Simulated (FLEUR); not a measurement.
Entries from a set of simulations; values are calculated unless marked as measured.

### Magnetic state of 2 ML Cr on Mo(001), 3 substrate layers from several starts

The cell holds 5 atoms: 3 Mo and 2 Cr. Cell: a = 3.147 Å, b = 3.147 Å, c = 19.838 Å, α = 90.0°, β = 90.0°, γ = 90.0°. pseudomorphic film on the measured substrate lattice, hard-sphere layer spacings, unrelaxed, 14 A of vacuum. Vacuum lies along c.

* method: PBE; all-electron FLAPW film, Dirac cores, scalar-relativistic bands
* program: FLEUR MaX-R8.1
* settings of one run: kmax 3.6 1/bohr, gmax 10.8 1/bohr, muffin tin radii Mo: 2.45, Cr: 2.3 bohr, lmax Mo: [10, 8], Cr: [8, 6], hist occupations, smearing width 0.05 eV, mixer Anderson, mixing 0.03, max iterations 120, stop 2.00e-5 me/bohr³, film mode on, collinear spin, 8×8×1 k-mesh, mesh matched on, starting moments 0 0 0 2.5 -2.5 μB
* cost: 4 runs, 9 min in all on 4 MPI ranks of Arm Neoverse V2, shared host (the runs of this entry)
* notes: The run is spin-polarised, with a total moment of -2.14 μB a cell. This is the lowest of 3 finished starts, no proof of the ground state. A substrate of 3 unrelaxed layers is a model; thickness and relaxation can move these numbers.
* lowest state found: ferrimagnetic (initial antiferro +-)
* largest site spin moment: 2.88 μB
* next finished state: non-magnetic, 270 meV a seeded atom higher
* energy gained by spin polarisation: 270 meV a seeded atom

The lowest state found is ferrimagnetic, reached from the start antiferro +-, with moments up to 2.88 μB. 1 start left the typed pattern (a sign turned, or a seeded moment died or shrank under 0.15 μB), so such an energy belongs to the state reached, not the one typed.

[Hosts, paths, dates, database ids (printed as entryN), source tags and the programs' standing remarks are cut or masked in the printed files.]

[Where a cell is said to come from a database of computed structures, the database is the Materials Project.]
